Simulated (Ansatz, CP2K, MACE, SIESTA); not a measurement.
# Which run comes nearest? Glassy 75SiO2-25K2O (mol %) (60 atoms)

Density of this cell: 2.31 g/cm³. The cell holds 60 atoms: 15 Si, 10 K and 35 O. Cell: a = 9.950 Å, b = 9.950 Å, c = 9.950 Å, α = 90.0°, β = 90.0°, γ = 90.0°. 60 atoms (15 Si, 10 K, 35 O) placed at random at 2.39 g/cm³, melted at 4000 K for 10 ps at fixed volume with the Morse and Coulomb pair potential with partial charges (Pedone, Malavasi, Menziani, Cormack and Segre, J. Phys. Chem. B 110, 11780 (2006)). Quenched from 4000 K to 300 K at 50 K/ps and fixed volume, held 10 ps at zero pressure. Then every atom was moved at random, 0.03 Å r.m.s. a Cartesian component.

Geometry: as built.

The reference, a calculation:

* method: Kohn-Sham DFT, PBE, PAW, plane waves (Ansatz 0.2.0); cutoff 420 eV, Γ point, fermi-dirac smearing of 0.05 eV; PAW set soft_2
* r.m.s. force component: 1.836 eV/Å
* longest force: 7.843 eV/Å
* gap (highest filled to lowest empty level): 2.379 eV
* SCF cycles: 9
* time: 6.6 s on 4 threads of Arm Neoverse V1, shared host
* CPU time: 23 s

**Question.** The same geometry is run in other programs. How far does each lie from the reference, and what does it cost?
- CP2K PBE, DZVP-MOLOPT-SR, 450/40 Ry, OT DIIS (CP2K 2026.2; 4 MPI ranks)
- CP2K PBE, SZV-MOLOPT-SR, 450/40 Ry, TRS4 filter 1e-06, SCF 1e-06 (CP2K 2026.2; 4 MPI ranks)
- SIESTA PBE, SZ, shift 0.02 Ry, mesh 350 Ry (SIESTA 5.4.2; 4 MPI ranks)
- MACE MP-0b2 small potential (MACE MP-0b2 small; 4 threads)
- CP2K PBE, SZV-MOLOPT-SR, 450/40 Ry, OT DIIS (CP2K 2026.2; 4 MPI ranks)
- SIESTA PBE, DZP, shift 0.01 Ry, mesh 350 Ry (SIESTA 5.4.2; 4 MPI ranks)

Differences are against the plane-wave reference, forces as r.m.s. over components; share is that over the reference's r.m.s. force, slope the least-squares factor from reference forces to these. Total energies of different programs have different zeros and aren't compared.

```
                                                                      run  Δ force, r.m.s. (meV/Å)  share (%)  slope  Δ gap (eV)  cores  CPU time  memory (GiB)
                                                                reference                        -          -      -           -      4      23 s           1.0
                             CP2K PBE, DZVP-MOLOPT-SR, 450/40 Ry, OT DIIS                      116       6.31  1.004     -0.0498      4   4.7 min           1.9
CP2K PBE, SZV-MOLOPT-SR, 450/40 Ry, TRS4 filter 1e-06, SCF 1e-06 (coarse)                     1065       58.0  1.266           -      4      48 s           1.6
                      SIESTA PBE, SZ, shift 0.02 Ry, mesh 350 Ry (coarse)                      890       48.5  1.265       -1.64      4      65 s           1.1
                                              MACE MP-0b2 small potential                      134       7.31  0.983           -      4     9.7 s          0.67
                     CP2K PBE, SZV-MOLOPT-SR, 450/40 Ry, OT DIIS (coarse)                     1061       57.8  1.265       -1.54      4   2.9 min           1.6
                              SIESTA PBE, DZP, shift 0.01 Ry, mesh 350 Ry                      223       12.2  1.066      -0.515      4   3.5 min           1.8
```

Rows marked coarse were listed beforehand as settings not expected to be converged; some can still land near the reference.

Times of the machine-learned potentials are mostly Python's start and the loading of weights.

CPU time is summed over cores on a shared host, where runs went side by side, so it is rough. Symmetry, cutoffs, thresholds, outputs and thread counts weren't matched or tuned between programs; memory under MPI is the largest rank's times the ranks.

The PBE runs in local orbitals, coarse settings apart, differ by 6.3 % (CP2K PBE, DZVP-MOLOPT-SR, 450/40 Ry, OT DIIS) to 12 % (SIESTA PBE, DZP, shift 0.01 Ry, mesh 350 Ry); basis, grid and potentials can all enter. Machine-learned potentials differ by 7.3 % (MACE MP-0b2 small potential); they were trained on other programs' data. Runs with settings chosen to be coarse differ by 48 % (SIESTA PBE, SZ, shift 0.02 Ry, mesh 350 Ry) to 58 % (CP2K PBE, SZV-MOLOPT-SR, 450/40 Ry, TRS4 filter 1e-06, SCF 1e-06), their programs' other errors included. None of the electronic-structure runs in the table takes under half the reference's CPU time of 23 s; they take 2.1 to 12 times as much. Machine-learned potentials mimic data converged in k, so the reference's own k-point error enters their differences. The network of bonds at the start is that of the classical potential that made the cell, and needn't be the one that DFT or experiment would give. The electronic-structure runs sample only Γ, in a cell whose shortest periodic width is 10 Å.

[Logs are printed without paths, hosts, clocks, repeated set-up lines and the standing remarks that a program may print on its own settings, such as how far it seeks lower states.]

[Hosts, paths, dates, database ids (printed as entryN), source tags and the programs' standing remarks are cut or masked in the printed files.]
